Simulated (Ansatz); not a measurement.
**Cu_i (void) in MgO (Fm-3m): charge-transition levels and formation energies**

Charge states of Cu_i (void) in MgO (Fm-3m), set against the band edges. Model: a cell of 54 host atoms with 1 Cu put in.

Method: place-levels on r2SCAN runs: charge-transition levels and formation energies with image-charge correction and potential alignment at the atomic sites; PAW set soft_1, in Ansatz 0.2.0.

**Measured values to reproduce.**

For MgO, rocksalt (bulk crystal), “Electronic structure of alkaline earth and post-transition metal oxides” (2009, arxiv:0908.1581) quotes earlier work: band gap (literature experimental gap) 7.83 eV [Literature value based on experiment; other listed experimental values range from 7.7 to …].

Report form: the programs' logs are mostly left out.

## 1. Set-up

The cell holds 55 atoms: 27 Mg, 27 O and 1 Cu. Its edges and angles: a = 8.925 Å, b = 8.925 Å, c = 8.925 Å, α = 60.0°, β = 60.0°, γ = 60.0°. It derives from MgO (space group Fm-3m). Nearest the centre at fractional (0.250, 0.250, 0.917): Cu55 at 0.00 Å, Mg25 at 1.82 Å, O2 at 1.82 Å, Mg19 at 1.82 Å, O24 at 1.82 Å, O12 at 1.82 Å, Mg7 at 1.82 Å, Mg29 at 1.82 Å.

Structure file:

```xyz
55
Lattice="0.0000 6.3112 6.3112 6.3112 0.0000 6.3112 6.3112 6.3112 0.0000" Properties=species:S:1:pos:R:3 pbc="T T T"
Mg    0.0000    0.0000    0.0000
O     2.1037    2.1037    2.1037
Mg    2.1037    2.1037    0.0000
O     4.2075    4.2075    2.1037
Mg    4.2075    4.2075    0.0000
O     6.3112    6.3112    2.1037
Mg    2.1037    0.0000    2.1037
O     4.2075    2.1037    4.2075
Mg    4.2075    2.1037    2.1037
O     6.3112    4.2075    4.2075
Mg    6.3112    4.2075    2.1037
O     8.4150    6.3112    4.2075
Mg    4.2075    0.0000    4.2075
O     6.3112    2.1037    6.3112
Mg    6.3112    2.1037    4.2075
O     8.4150    4.2075    6.3112
Mg    8.4150    4.2075    4.2075
O    10.5187    6.3112    6.3112
Mg    0.0000    2.1037    2.1037
O     2.1037    4.2075    4.2075
Mg    2.1037    4.2075    2.1037
O     4.2075    6.3112    4.2075
Mg    4.2075    6.3112    2.1037
O     6.3112    8.4150    4.2075
Mg    2.1037    2.1037    4.2075
O     4.2075    4.2075    6.3112
Mg    4.2075    4.2075    4.2075
O     6.3112    6.3112    6.3112
Mg    6.3112    6.3112    4.2075
O     8.4150    8.4150    6.3112
Mg    4.2075    2.1037    6.3112
O     6.3112    4.2075    8.4150
Mg    6.3112    4.2075    6.3112
O     8.4150    6.3112    8.4150
Mg    8.4150    6.3112    6.3112
O    10.5187    8.4150    8.4150
Mg    0.0000    4.2075    4.2075
O     2.1037    6.3112    6.3112
Mg    2.1037    6.3112    4.2075
O     4.2075    8.4150    6.3112
Mg    4.2075    8.4150    4.2075
O     6.3112   10.5187    6.3112
Mg    2.1037    4.2075    6.3112
O     4.2075    6.3112    8.4150
Mg    4.2075    6.3112    6.3112
O     6.3112    8.4150    8.4150
Mg    6.3112    8.4150    6.3112
O     8.4150   10.5187    8.4150
Mg    4.2075    4.2075    8.4150
O     6.3112    6.3112   10.5187
Mg    6.3112    6.3112    8.4150
O     8.4150    8.4150   10.5187
Mg    8.4150    8.4150    8.4150
O    10.5187   10.5187   10.5187
Cu    7.3631    7.3631    3.1556
```

Screening for the image-charge correction: ε∞ = 3.24, ε0 = 10.37, from a response run on this crystal (DFPT, PBEsol) at that run's own cell.

The cell's shortest repeat is 8.9 Å.

## 2. Charge states

Levels follow from differences of total energies between charge states, each relaxed by itself.

Random displacements of about 0.05 Å break the site symmetry at the start, so that the relaxation can reach a distorted minimum if there is one. Forces are taken at one point at (¼, ¼, ¼). The cell holds 1 electron fewer than the neutral one, with a uniform background that keeps it neutral on the whole.

The sampling was tested on the host first: at the k-points planned (1x1x1 shifted 0.25 0.25 0.25) its energy lies 0.020 eV an atom from the dense-mesh value, under the bound of 0.02 eV set for this test; that bounds the host's error, not the defect's.

One state's input; the others differ in charge, spin, start and seed, and in occupations where the table says so.

The input, qp1.relax/input.yaml:

```yaml
crystal:
  lattice:
    - [0.0, 2.10374764, 2.10374764]
    - [2.10374764, 0.0, 2.10374764]
    - [2.10374764, 2.10374764, 0.0]
  atoms:
    - { symbol: Mg, position: [0.0, 0.0, 0.0] }
    - { symbol: O, position: [0.5, 0.5, 0.5] }
  supercell: [3, 3, 3]
  defects: [{ interstitial: { symbol: Cu, position: [0.25, 0.25, 0.916667] } }]
total_charge: 1
basis:
  ecutwfc: 500
  xc_grid: 2
hamiltonian:
  xc: r2scan
  pseudopotentials: { kind: paw, azcp: { folder: soft_1 } }
kpoints:
  mp_grid: { grid: [1, 1, 1], shift: [0.25, 0.25, 0.25] }
scf:
  occupations: { method: fixed }
  max_iter: 80
output:
  forces: true
  charged_corrections: { epsilon: 3.24, static_epsilon: 10.37 }
relax:
  f_tol: 0.02
  max_steps: 80
  random_displacement: { amplitude: 0.05, seed: 2641 }
checkpoint:
  write: "../qp1.relax.run"
  compress: false
  write_wavefunctions: true
  write_every: 100000
```

Launch:

```bash
$ ansatz run input.yaml --threads 4 --pin off --max-ram 7536MiB --backend cpu --events-out ev --progress --plain --runs-dir out
```

Defect states can disperse in a cell of this size, so the energy is taken again at a 2×2×2 shifted mesh, on the relaxed structure.

The run of this state that the levels use, under r2SCAN:

The input, qp1.point/input.yaml:

```yaml
crystal:
  checkpoint: "../qp1.relax.run"
  host: checkpoint
total_charge: 1
basis:
  ecutwfc: 500
  xc_grid: 2
hamiltonian:
  xc: r2scan
  pseudopotentials: { kind: paw, azcp: { folder: soft_1 } }
kpoints:
  mp_grid: { grid: [2, 2, 2], shift: [0.5, 0.5, 0.5] }
scf:
  occupations: { method: fermi_dirac, width: 0.01 }
  max_iter: 80
output:
  forces: true
  eigenvalues: true
  charged_corrections:
    epsilon: 3.24
    static_epsilon: 10.37
    defect_position: [0.25, 0.25, 0.916667]
  eigenstates: { localisation: true }
  populations: true
  band_densities: [{ bands: [v1, v1] }, { bands: [c1, c1] }]
  write_density: true
  write_potential: true
  volumetric_format: npy
checkpoint:
  read: "../qp1.relax.run"
  write: "../qp1.point.run"
  compress: false
  write_wavefunctions: false
  write_every: 100000
```

Relaxations under r2SCAN at one point at (¼, ¼, ¼); times on 4 threads of Intel Xeon 6975P-C (Granite Rapids), shared host:

```tsv
charge	moment (μB)	occupations	outcome	steps	largest displacement against the far atoms (Å)	time
0	1	fixed	converged	6	0.34	2.2 min
+1	0	fixed	converged	10	0.35	1.9 min
+2	1	fixed	converged	19	0.57	8.9 min
```

Single points under r2SCAN at a 2×2×2 shifted mesh; times on 4 threads of Intel Xeon 6975P-C (Granite Rapids), shared host:

```tsv
charge	moment (μB)	occupations	outcome	time
0	1	fermi-dirac	converged	2.5 min
+1	0	fermi-dirac	converged	55 s
+2	1	fermi-dirac	converged	2.8 min
```

Distances (Å) from Cu55 to the nearest atoms after relaxation with r2SCAN:

```tsv
charge	moment (μB)	1.	2.	3.	4.	5.	6.
0	1	O 1.98	O 1.99	O 1.99	O 1.99	Mg 2.15	Mg 2.16
+1	0	O 1.92	O 1.95	O 1.95	O 1.95	Mg 2.15	Mg 2.15
+2	1	O 1.81	O 1.81	O 1.91	O 2.07	Mg 2.11	Mg 2.19
```

## 3. Levels against the band edges, r2SCAN

A charged cell interacts with its images and the background, and its potential has another zero than the host's. place-levels removes the first by a point-charge model, screened by the static dielectric constant since the ions have relaxed around the charge, and the second by comparing potentials at atoms far from the defect.

The host is a run of the defect-free crystal in the same cutoffs, grids and k-points, so that basis and sampling errors cancel in part in the differences. The host is run in a cell of 2 atoms on a matching mesh. Its band edges are searched through the zone by a band path, so the gap is smaller than, or equal to, that on the mesh. Chemical potentials are energies per atom of Cu (fcc), run with the same functional and cutoff.

The input, levels.point.yaml:

```yaml
host:
  run: host.point.run
states: [q0_M1.point.run, qp1.point.run, qp2_M1.point.run]
geometry_from:
  q0_M1.point.run: q0_M1.relax.run
  qp1.point.run: qp1.relax.run
  qp2_M1.point.run: qp2_M1.relax.run
chemical_potentials:
  Cu:
    energy: -6631.253193
    dataset: "<sha256 of the dataset>"
epsilon: 3.24
static_epsilon: 10.37
vertical:
  - { from: qp1.point.run, to: qp1.point_neutral.run }
  - { from: qp2_M1.point.run, to: qp2_M1.point_neutral.run }
```

Launch:

```bash
$ ansatz place-levels levels.point.yaml -- --threads 4 --pin off --max-ram 7536MiB
```

It took 0.39 s on 4 threads of Intel Xeon 6975P-C (Granite Rapids), shared host.

Levels between the charges placed, in eV above the valence top:

```tsv
	gap (eV)	(+2/+1)	(+1/0)
r2SCAN	5.68	0.17	5.72
```

Corrections by state:

```tsv
charge	moment (μB)	image terms and alignment (eV)	band filling (eV)	ε used	over the lowest of its charge, as the program ranks them, band filling apart (eV)
+2	1.0	1.970	-	10.37	0.000
+1	0.0	0.697	-	10.37	0.000
0	1.0	0.000	-0.105	-	0.000
```

The charged structures listed were also run neutral, and place-levels reads from each pair, by the potential or the spins, how wide the charge is by which they differ; that can be the carrier of either run.

```tsv
charge	rms radius (Å)	spread where it is widest against the cell (Å)	wide from (Å)	reading
+2	2.5	1.43	1.26	wide
+1	2.7	1.57	1.26	wide
```

The neutral runs of these pairs need not share the spin of the lowest neutral state, and very wide values only mean spread over the cell.

From the program's caveats on the states, each cut to its opening words:

- charge +2 (1 μB): it parts from the run at its places by a charge that spreads by about 1.4 Å along one vector (1.3 Å or more is wide), by its potential at epsilon 3.24, taken [...]
- charge +2 (1 μB): its alignment with the host at atomic sites is doubtful: the mean over the far sites moves by -0.0889 eV from their farther parts to their nearer, more than [...]
- charge +2 (1 μB): its displacements don't fall off away from the defect: farther atoms stand 0.015 Å off the host's places
- charge +2 (1 μB), 0 (1 μB): flagged: stability check not made
- charge +1: it parts from the run at its places by a charge that spreads by about 1.6 Å along one vector (1.3 Å or more is wide), by its potential at epsilon 3.24, taken [...]
- charge 0 (1 μB): a band-filling correction moves a carrier to the host's band edge, which changes its energy by -0.105 eV
- charge 0 (1 μB): its moments are held at its close (magnetization.spin_locking), by a field of 0.189 eV a Bohr magneton, and its energy and levels are of the state that this [...]

The host's formation energy from the elements is -2.963 eV per atom; it sets how far the chemical potentials can move.

Limit set by the element alone; other compounds of these elements are not counted. Chemical potentials from the elements' reference states: Mg 0.00 eV, O -5.93 eV, Cu 0.00 eV. Formation energy by charge state (Mg-rich; gap 5.68 eV):

```tsv
charge	at valence top (eV)	at conduction bottom (eV)	correction included (eV)
+2	4.65	16.00	1.97
+1	4.81	10.49	0.70
0	10.54	10.54	-0.10
```

(Fermi level (eV), lowest formation energy (eV)): (0.00, 4.65), (0.52, 5.33), (1.03, 5.85), (1.55, 6.36), (2.06, 6.88), (2.58, 7.39), (3.10, 7.91), (3.61, 8.43), (4.13, 8.95), (4.65, 9.46), (5.16, 9.98), (5.68, 10.49)

Limit set by the element alone; other compounds of these elements are not counted. Chemical potentials from the elements' reference states: O 0.00 eV, Mg -5.93 eV, Cu 0.00 eV. Formation energy by charge state (O-rich; gap 5.68 eV):

```tsv
charge	at valence top (eV)	at conduction bottom (eV)	correction included (eV)
+2	4.65	16.00	1.97
+1	4.81	10.49	0.70
0	10.54	10.54	-0.10
```

| Fermi level (eV) | lowest formation energy (eV) |
| --- | --- |
| 0.00 | 4.65 |
| 0.52 | 5.33 |
| 1.03 | 5.85 |
| 1.55 | 6.36 |
| 2.06 | 6.88 |
| 2.58 | 7.39 |
| 3.10 | 7.91 |
| 3.61 | 8.43 |
| 4.13 | 8.95 |
| 4.65 | 9.46 |
| 5.16 | 9.98 |
| 5.68 | 10.49 |

## 4. Effect of the sampling

The relaxations' own energies give the levels at their sampling, for comparison.

The input, levels.relax_mesh.yaml:

```yaml
host:
  run: host.relax.run
states: [q0_M1.relax.run, qp1.relax.run, qp2_M1.relax.run]
chemical_potentials:
  Cu:
    energy: -6631.253193
    dataset: "<sha256 of the dataset>"
```

Launch:

```bash
$ ansatz place-levels levels.relax_mesh.yaml -- --threads 4 --pin off --max-ram 7536MiB
```

Wall time 0.14 s (4 threads).

Levels between neighbouring charges, in eV above the valence top:

```tsv
	gap (eV)	(+2/+1)	(+1/0)
one point at (¼, ¼, ¼)	5.66	0.24	5.36
a 2×2×2 shifted mesh	5.68	0.17	5.72
```

Going from one point at (¼, ¼, ¼) to a 2×2×2 shifted mesh moves the levels that carry no band-filling term by up to 0.07 eV and formation energies against the elements by up to 0.33 eV; band-filling terms, which differ between samplings, are in these energies.

## 5. What came out

| Item | Value |
| --- | --- |
| gap of the host | 5.68 eV (r2SCAN) |
| level (plus 2/plus 1) | 0.17 eV above the valence top |
| level (plus 1/0) | 5.72 eV above the valence top, past the conduction bottom (5.83 eV above the valence top without the band-filling term) |
| lowest of the charges placed, just above the valence top (0.02 eV) | +2 |
| lowest of the charges placed, just below the conduction bottom (0.02 eV) | +1 |
| lowest formation energy at mid-gap of the charges run, Mg-rich | 7.65 eV |
| lowest formation energy at mid-gap of the charges run, O-rich | 7.65 eV |

What this shows: Of the charges placed (0, +1 and +2), the lowest changes at 0.17 eV (+2/+1) above the valence top, in a gap of 5.68 eV. (+2/+1) lies nearer to a band edge than the share of the finite-size correction in it (1.27 eV), and that correction holds for a localised charge alone. Charges above +2 and below 0 were not placed, so these runs say nothing of levels that involve them. States placed: +2 at 1 μB; +1 at 0 μB; 0 at 1 μB. Other spin states or structures, where not listed, weren't placed. The program finds carriers beyond a band edge of the host and adds a band-filling term at charge 0 (-0.10 eV); steps to such a charge show no bound level, and a defect level inside a band would be read the same way. Corrections reach 2.0 eV, so the cell is small for these charges and their levels are rough. Cu is taken at its element; compounds, which aren't counted here, bound the chemical potentials and would shift these formation energies. Going from one point at (¼, ¼, ¼) to a 2×2×2 shifted mesh moves the levels that carry no band-filling term by up to 0.07 eV and formation energies against the elements by up to 0.33 eV; band-filling terms, which differ between samplings, are in these energies. The program doubts the alignment of potentials for at least one state, a sign that the cell is small. Limits: the images are only 8.9 Å apart; r2SCAN makes the gap too small and tends to spread out bound carriers; where a gas molecule sets a chemical potential or the host's formation energy, its binding is uncorrected; force components of up to 0.29 eV/Å remain in a run at the final settings.

Comparison with the measured values:

| quantity | measured | r2SCAN |
| --- | --- | --- |
| band gap (least gap of the host) (eV) | 7.83 | 5.68 (-2.15 eV) |

Measured values from arxiv:0908.1581 (2009).

Verdict: The band gap is off by -2.15 eV: a clear miss. Local and semilocal functionals usually give gaps below the measured ones. Zero-point and thermal motion shift the measured gap.

[Logs are printed without paths, hosts, clocks, repeated set-up lines and the standing remarks that a program may print on its own settings, such as how far it seeks lower states.]

[Hosts, paths, dates, database ids (printed as entryN), source tags and the programs' standing remarks are cut or masked in the printed files.]

[Where a table of states has a column of steps, it counts the stored structures, which are thinned; the runs took as many ionic steps or more.]

[A defect's name tells the site on which it was built; relaxed atoms can leave that site.]

[For some hosts the program warned that the k-mesh of the response run may be too coarse for force constants and the static dielectric constant; such warnings are not shown here.]
